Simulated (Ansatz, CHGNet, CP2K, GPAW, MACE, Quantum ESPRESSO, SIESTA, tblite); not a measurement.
## Running (9,9) carbon nanotube bundle (108 atoms) with tblite

Wanted: tblite inputs and outputs for (9,9) carbon nanotube bundle (108 atoms), checked against a plane-wave reference.

Method: the method is named at each step, in tblite 0.8.0.

### Step 1. The structure

The cell holds 108 atoms: 108 C. Its edges and angles: a = 15.506 Å, b = 15.506 Å, c = 7.380 Å, α = 90.0°, β = 90.0°, γ = 120.0°. It derives from C (graphene). Graphene sheet (a = 2.46 Å) rolled into a (9,9) tube of diameter 12.21 Å, 3 periods, hexagonal bundle with 3.3 Å between walls; not relaxed, displaced by a Gaussian of 0.02 Å. Then every atom was moved at random, 0.02 Å r.m.s. a Cartesian component. The structure's axis is c.

The yardstick, on the same geometry:

- method: Kohn-Sham DFT, PBE, SSSP efficiency 1.3.0 pseudopotentials, plane waves (Quantum ESPRESSO 7.5); sssp-pbe-1.3.0-efficiency, cutoffs 45/360 Ry, Γ point
- r.m.s. force component: 1.652 eV/Å
- longest force: 9.299 eV/Å
- pressure: 3.581 GPa
- time: 3 min on 4 MPI ranks of Arm Neoverse V1, shared host
- CPU time: 12 min

### Step 2. GFN1-xTB

Method: GFN1-xTB tight binding, diagonalisation.

run.py reads:

```python
import numpy as np
from ase.io import read
from tblite.ase import TBLite

atoms = read("structure.xyz")
atoms.calc = TBLite(method="GFN1-xTB", electronic_temperature=580, accuracy=1.0, max_iterations=250, mixer_damping=0.1, verbosity=1)
energy = atoms.get_potential_energy()
forces = atoms.get_forces()
print(f"energy {energy:.6f} eV")
print("forces (eV/A)")
for i, (a, f) in enumerate(zip(atoms, forces)):
    print(f"{i:4d} {a.symbol:2s} {f[0]:10.5f} {f[1]:10.5f} {f[2]:10.5f}")
stress = -atoms.get_stress(voigt=False) * 160.21766
print("stress (GPa, compression positive)")
for row in stress:
    print(" ".join(f"{x:10.4f}" for x in row))
print("charges (e)")
print(np.array2string(atoms.get_charges(), precision=4, suppress_small=True, max_line_width=110, threshold=100000))
```

structure.xyz reads:

```xyz
108
Lattice="15.50642 0.00000 0.00000 -7.75321 13.42896 0.00000 0.00000 0.00000 7.38000" Properties=species:S:1:pos:R:3 pbc="T T T"
C 6.05068 0.68582 1.23681
C 5.94338 1.43730 7.34192
C 5.42399 2.74542 0.02074
C 5.12952 3.35831 1.18154
C 4.19658 4.44512 1.21866
C 3.66541 4.90640 7.37557
C 2.39093 5.56228 2.48795
C 1.76052 5.78318 1.22560
C 0.36076 6.12535 1.21453
C -0.38495 6.08856 0.00812
C -1.71354 5.85516 0.00768
C -2.42435 5.61263 1.24213
C 11.87931 4.94105 1.21150
C 11.31984 4.44230 2.46462
C 10.35883 3.37940 2.49392
C 10.04490 2.74837 1.27932
C 9.57258 1.45060 1.20442
C 9.38859 0.70515 7.32679
C 1.67485 12.70809 7.35048
C 1.79626 12.06404 1.19445
C 2.29836 10.70960 1.18338
C 2.64020 10.05869 7.33638
C 3.55268 8.96813 0.01579
C 4.11261 8.52014 1.23394
C 5.36096 7.82895 1.26205
C 5.98369 7.57863 7.34199
C 7.37447 7.33987 7.35742
C 8.09823 7.33382 1.24021
C 9.48210 7.52680 1.22788
C 10.18942 7.83016 7.35801
C -4.13145 8.56620 0.00111
C -3.54291 8.97135 1.19814
C -2.65625 10.08219 1.27394
C -2.32961 10.66219 2.47924
C -1.79316 12.02510 2.48876
C -1.70036 12.73831 1.20803
C 6.01804 0.70314 3.72432
C 5.97183 1.36949 2.50330
C 5.45586 2.72218 2.49474
C 5.12379 3.31642 3.66181
C 4.17293 4.42565 3.72070
C 3.64471 4.90708 2.42049
C 2.40753 5.60471 4.92349
C 1.74323 5.88027 3.67605
C 0.30710 6.10333 3.66675
C -0.36820 6.07754 2.47119
C -1.73625 5.85744 2.45968
C -2.44389 5.63788 3.66004
C 11.80713 4.91621 3.71288
C 11.33481 4.46043 4.90526
C 10.42667 3.34757 4.89006
C 10.04041 2.73091 3.67421
C 9.59669 1.43569 3.69605
C 9.45535 0.72490 2.42743
C 1.70509 12.72099 2.46034
C 1.80340 12.04900 3.69207
[... 48 atom lines left out ...]
C -2.65144 10.06850 6.15831
C -2.33821 10.68139 0.02089
C -1.84061 12.00737 7.33705
C -1.75602 12.68782 6.15558
```

Command:

```bash
$ OMP_NUM_THREADS=1 python run.py > output.txt
```

The program printed:

```text
------------------------------------------------------------
  cycle        total energy    energy error   density error
------------------------------------------------------------
      1     -229.0021623051  -2.3308487E+02   9.2692872E-01
      2     -229.0036416858  -1.4793808E-03   8.3409047E-01
      3     -228.9990107612   4.6309246E-03   1.4257003E-02
      4     -229.0034891190  -4.4783578E-03   7.8144375E-03
      5     -229.0047088668  -1.2197477E-03   1.9498270E-03
      6     -229.0048206588  -1.1179203E-04   6.6554797E-04
      7     -229.0048342556  -1.3596851E-05   2.0796335E-04
      8     -229.0048352109  -9.5527579E-07   8.7364289E-05
      9     -229.0048354305  -2.1957842E-07   2.3522820E-05
     10     -229.0048354389  -8.3835516E-09   1.2784877E-05
------------------------------------------------------------
 total:                                   1.932 sec
energy -6231.538979 eV
forces (eV/A)
   0 C     0.13070    1.74029   -0.55837
   1 C     0.14897   -1.86287    2.72525
   2 C     0.97721   -0.45737   -2.71473
   3 C    -0.92169    0.75263    4.06471
   4 C     0.47810   -0.28542   -0.36776
   5 C    -1.21394    0.59484   -0.01163
   6 C     0.74447    0.18672   -1.45832
   7 C    -2.29138    1.24735    0.52017
   8 C     0.10705   -0.81445    1.39525
   9 C     2.87724    0.89464    0.57086
  10 C    -4.02897   -0.74770   -0.67829
  11 C     1.23316    0.60317   -1.44681
  12 C    -1.97537   -1.74734    0.96498
  13 C    -0.44951    0.39532   -0.19077
  14 C     1.13073    0.85498   -1.41806
  15 C     0.00310    0.73231   -2.55273
  16 C    -0.70456   -1.93995    0.12256
  17 C     0.37029    0.12909    2.62294
  18 C    -0.33548    0.98418    0.05892
  19 C     0.77908   -2.46597    1.30991
  20 C     0.23908   -0.36748    1.16790
  21 C    -0.10316    0.34253    0.75720
  22 C     0.35362    0.09855   -1.32016
  23 C     0.57612   -0.50730   -0.11385
[...]
100 C     2.08176    0.32428   -0.79352
 101 C    -1.73504   -0.70456    0.37422
 102 C    -0.39661   -0.87290    1.87619
 103 C     0.76660    0.90383   -3.19394
 104 C    -0.49931   -0.02884    1.27168
 105 C     0.61948    0.08100   -0.69004
 106 C    -0.09228   -0.23778    2.59082
 107 C     0.61575    1.64772   -1.95759
stress (GPa, compression positive)
    1.6801     0.4618    -0.2671
    0.4618     1.3488     0.3664
   -0.2671     0.3664     2.4408
charges (e)
[-0.0033 -0.0045  0.0116 -0.0007  0.0039 -0.0067  0.0051  0.004  -0.0136  0.0135 -0.0024  0.0022 -0.0006
 -0.0032  0.0005  0.0003 -0.0011 -0.0051  0.0085  0.0013 -0.0063  0.0006  0.0007 -0.0042  0.      0.0048
 -0.0039  0.0044 -0.0091 -0.0034  0.0136 -0.0084  0.0062 -0.0039 -0.0091 -0.0014  0.0047 -0.0041  0.0002
 -0.0006 -0.0058 -0.0057  0.0001 -0.0053  0.0033  0.007   0.0026 -0.0084  0.0027  0.0096 -0.0094  0.0109
 -0.0037 -0.0048  0.001  -0.0018 -0.0056 -0.004   0.0095  0.0029  0.0007  0.003  -0.0002 -0.0018  0.0008
 -0.0019  0.0014  0.0142  0.003  -0.0066  0.0038  0.014  -0.0072 -0.0039  0.0034  0.0029 -0.0033  0.0017
 -0.0008  0.0062 -0.0033 -0.0042 -0.0012 -0.0002 -0.0069 -0.0009  0.0075 -0.0051  0.0059  0.003  -0.0008
 -0.0044  0.0011  0.0058  0.     -0.0076  0.0011  0.0045 -0.0047  0.0056  0.0002 -0.0088 -0.0026 -0.001
 -0.001  -0.0022  0.003   0.0019]
```

Elapsed: 2.5 s, on 1 thread of Arm Neoverse V1, shared host; peak memory 0.13 GiB.

Banners, paths, timers and routine set-up lines are dropped from the logs unmarked, and long logs keep their key lines alone; longer cuts are marked.

Against the reference:

```yaml
r_m_s_force_component: 1.597 eV/Å
r_m_s_difference_of_force_components: 194.5 meV/Å
longest_difference_of_force_vectors: 617.4 meV/Å
force_difference_over_r_m_s_force: 11.77 %
slope_of_forces_against_the_reference_s: 0.9601
correlation_of_force_components: 0.9934
pressure: 1.823 GPa
pressure_difference: -1.758 GPa
```

Local excerpt of 10 atoms (numbers count through the whole input) about C56, picked at random; x, y, z are measured from there.

| atom | x | y | z | distance (Å) | bonds | Mulliken charge (e) | Fx | Fy | Fz (eV/Å) |
| --- | --- | --- | --- | --- | --- | --- | --- | --- | --- |
| C56 | 0.00 | 0.00 | 0.00 | 0.00 | 3 | 0.00 | 0.76 | -1.90 | -0.71 |
| C91 | -0.10 | 0.70 | 1.20 | 1.40 | 3 | 0.00 | 0.08 | -1.04 | 1.92 |
| C55 | -0.10 | 0.67 | -1.23 | 1.41 | 3 | 0.00 | -0.25 | 0.92 | -0.59 |
| C57 | 0.51 | -1.39 | 0.03 | 1.49 | 3 | -0.01 | -0.68 | 1.78 | -3.89 |
| C54 | -0.10 | 2.10 | -1.26 | 2.46 | 3 | 0.00 | 0.03 | 0.12 | 1.54 |
| C92 | 0.01 | -0.04 | 2.46 | 2.46 | 3 | 0.00 | 0.11 | -0.16 | -2.08 |
| C90 | -0.07 | 2.11 | 1.27 | 2.46 | 3 | 0.00 | -0.41 | -0.85 | -3.92 |
| C94 | 0.86 | -1.98 | 1.21 | 2.47 | 3 | 0.01 | 1.09 | -1.72 | 0.30 |
| C20 | -0.01 | 0.02 | -2.50 | 2.50 | 3 | 0.00 | 0.78 | -2.47 | 1.31 |
| C58 | 0.90 | -2.01 | -1.26 | 2.54 | 3 | 0.00 | -2.51 | 3.10 | 0.87 |

Atoms are counted from 1 here, from 0 in the log.

Forces lie 12 % from the reference's, at 0.0035 times its CPU time (on 1 against 4 cores).

### Step 3. GFN2-xTB

Method: GFN2-xTB tight binding, diagonalisation.

Edit run.py of step 2 so:

```diff
@@ -5,3 +5,3 @@
 atoms = read("structure.xyz")
-atoms.calc = TBLite(method="GFN1-xTB", electronic_temperature=580, accuracy=1.0, max_iterations=250, mixer_damping=0.1, verbosity=1)
+atoms.calc = TBLite(method="GFN2-xTB", electronic_temperature=580, accuracy=1.0, max_iterations=250, mixer_damping=0.1, verbosity=1)
 energy = atoms.get_potential_energy()
```

structure.xyz is that of step 2.

The program printed:

```text
------------------------------------------------------------
  cycle        total energy    energy error   density error
------------------------------------------------------------
      1     -232.2002100845  -2.3689686E+02   1.4871508E-01
      2     -232.2028479560  -2.6378715E-03   1.3372525E-01
      3     -232.1930437544   9.8042016E-03   9.4697469E-03
      4     -232.2041724709  -1.1128716E-02   2.5710492E-03
      5     -232.2046464934  -4.7402259E-04   1.4749636E-03
      6     -232.2046949784  -4.8484927E-05   1.0594270E-03
[...]
10     -232.2047010045  -3.5315642E-07   3.1383953E-05
     11     -232.2047010253  -2.0731846E-08   2.3482182E-05
     12     -232.2047010268  -1.5236878E-09   1.1074926E-05
------------------------------------------------------------
 total:                                   6.159 sec
energy -6318.611756 eV
forces (eV/A)
   0 C     0.12166    1.73156   -0.55594
   1 C     0.09059   -1.82700    2.72682
   2 C     0.96386   -0.48152   -2.70551
   3 C    -0.95967    0.71946    4.06467
   4 C     0.45453   -0.29809   -0.35377
   5 C    -1.24422    0.57134    0.00513
[...]
105 C     0.59642    0.10411   -0.65527
 106 C    -0.12664   -0.22701    2.59351
 107 C     0.60689    1.62369   -1.97852
stress (GPa, compression positive)
    0.1856     0.4568    -0.2734
    0.4568    -0.1524     0.3659
   -0.2734     0.3659    -0.1368
charges (e)
[-0.0035 -0.0031  0.0097  0.0002  0.0037 -0.0049  0.0047  0.0025 -0.0116  0.0117 -0.0013  0.0028  0.0018
 -0.0049  0.0019 -0.0009 -0.0009 -0.0023  0.0086  0.002  -0.0075 -0.      0.0009 -0.0028 -0.      0.0053
 -0.0047  0.0032 -0.0077 -0.002   0.0135 -0.0065  0.0053 -0.0049 -0.0082 -0.0012  0.0038 -0.0036 -0.0012
 -0.0013 -0.0065 -0.0041  0.0018 -0.0035  0.0024  0.0056  0.0032 -0.0077  0.0033  0.0085 -0.0102  0.0098
 -0.0042 -0.0054  0.0023 -0.0007 -0.0064 -0.0051  0.0098  0.005   0.0005  0.0051 -0.0013 -0.0026  0.0005
 -0.0033  0.0027  0.0148  0.002  -0.0077  0.0041  0.0154 -0.0075 -0.0033  0.0025  0.0023 -0.0028  0.0019
  0.0001  0.0052 -0.0024 -0.0061 -0.0021 -0.0012 -0.0057 -0.0016  0.0074 -0.0066  0.0058  0.0036 -0.0004
 -0.0046  0.0007  0.0056 -0.0003 -0.008   0.0022  0.0044 -0.0054  0.0044 -0.0008 -0.0087 -0.003  -0.0011
 -0.0006 -0.0034  0.0024  0.0025]
```

Wall time 6.7 s (1 thread); peak memory 0.13 GiB.

Numbers from this run, and their distance from the reference:

```yaml
r_m_s_force_component: 1.583 eV/Å
r_m_s_difference_of_force_components: 200.2 meV/Å
longest_difference_of_force_vectors: 610.4 meV/Å
force_difference_over_r_m_s_force: 12.12 %
slope_of_forces_against_the_reference_s: 0.9518
correlation_of_force_components: 0.9932
pressure: -0.0345 GPa
pressure_difference: -3.616 GPa
```

Against the first run (12 %), the force difference from the reference is 12 %, at 2.7 times the CPU time.

### Step 4. All runs compared

Differences are against the plane-wave reference, forces as r.m.s. over components; share is that over the reference's r.m.s. force, slope the least-squares factor from reference forces to these. Total energies of different programs have different zeros and aren't compared.

| run | Δ force, r.m.s. (meV/Å) | share (%) | slope | Δ pressure (GPa) | cores | CPU time | memory (GiB) |
| --- | --- | --- | --- | --- | --- | --- | --- |
| reference | - | - | - | - | 4 | 12 min | 4.2 |
| tblite GFN1-xTB | 195 | 11.8 | 0.960 | -1.76 | 1 | 2.5 s | 0.13 |
| tblite GFN2-xTB | 200 | 12.1 | 0.952 | -3.62 | 1 | 6.7 s | 0.13 |

CPU time is summed over cores on a shared host, where runs went side by side, so it is rough. Symmetry, cutoffs, thresholds, outputs and thread counts weren't matched or tuned between programs; memory under MPI is the largest rank's times the ranks.

### Step 5. Summary of results

| Item | Value |
| --- | --- |
| nearest in forces | a tie at 12 % of 2 runs: tblite GFN1-xTB; tblite GFN2-xTB |

**Reading.** Tight binding differs by 12 % in each run; it is another model, with fitted parameters of its own, and the xTB methods hold dispersion. Of the electronic-structure runs that take under half the reference's CPU time, tblite GFN1-xTB is among the nearest, at 12 % in 2.5 s against 12 min; its pressure misses by -1.8 GPa. Periodic xTB results under one method name differ between programs and library versions. The reference's pressure holds the uncorrected Pulay stress of its 45 Ry basis, so small pressure differences, and their order, may be the reference's own error. The reference's pressure of 3.6 GPa belongs to a cell and atoms that aren't relaxed at this level. The electronic-structure runs sample only Γ, in a cell whose shortest periodic width is 7 Å, which is coarse for a cell with partly filled levels.

[Also dropped from logs without a mark: logging warnings of Python, and SIESTA's first energy breakdown and zero terms.]

[Logs are printed without paths, hosts, clocks, repeated set-up lines and the standing remarks that a program may print on its own settings, such as how far it seeks lower states.]

[Hosts, paths, dates, database ids (printed as entryN), source tags and the programs' standing remarks are cut or masked in the printed files.]
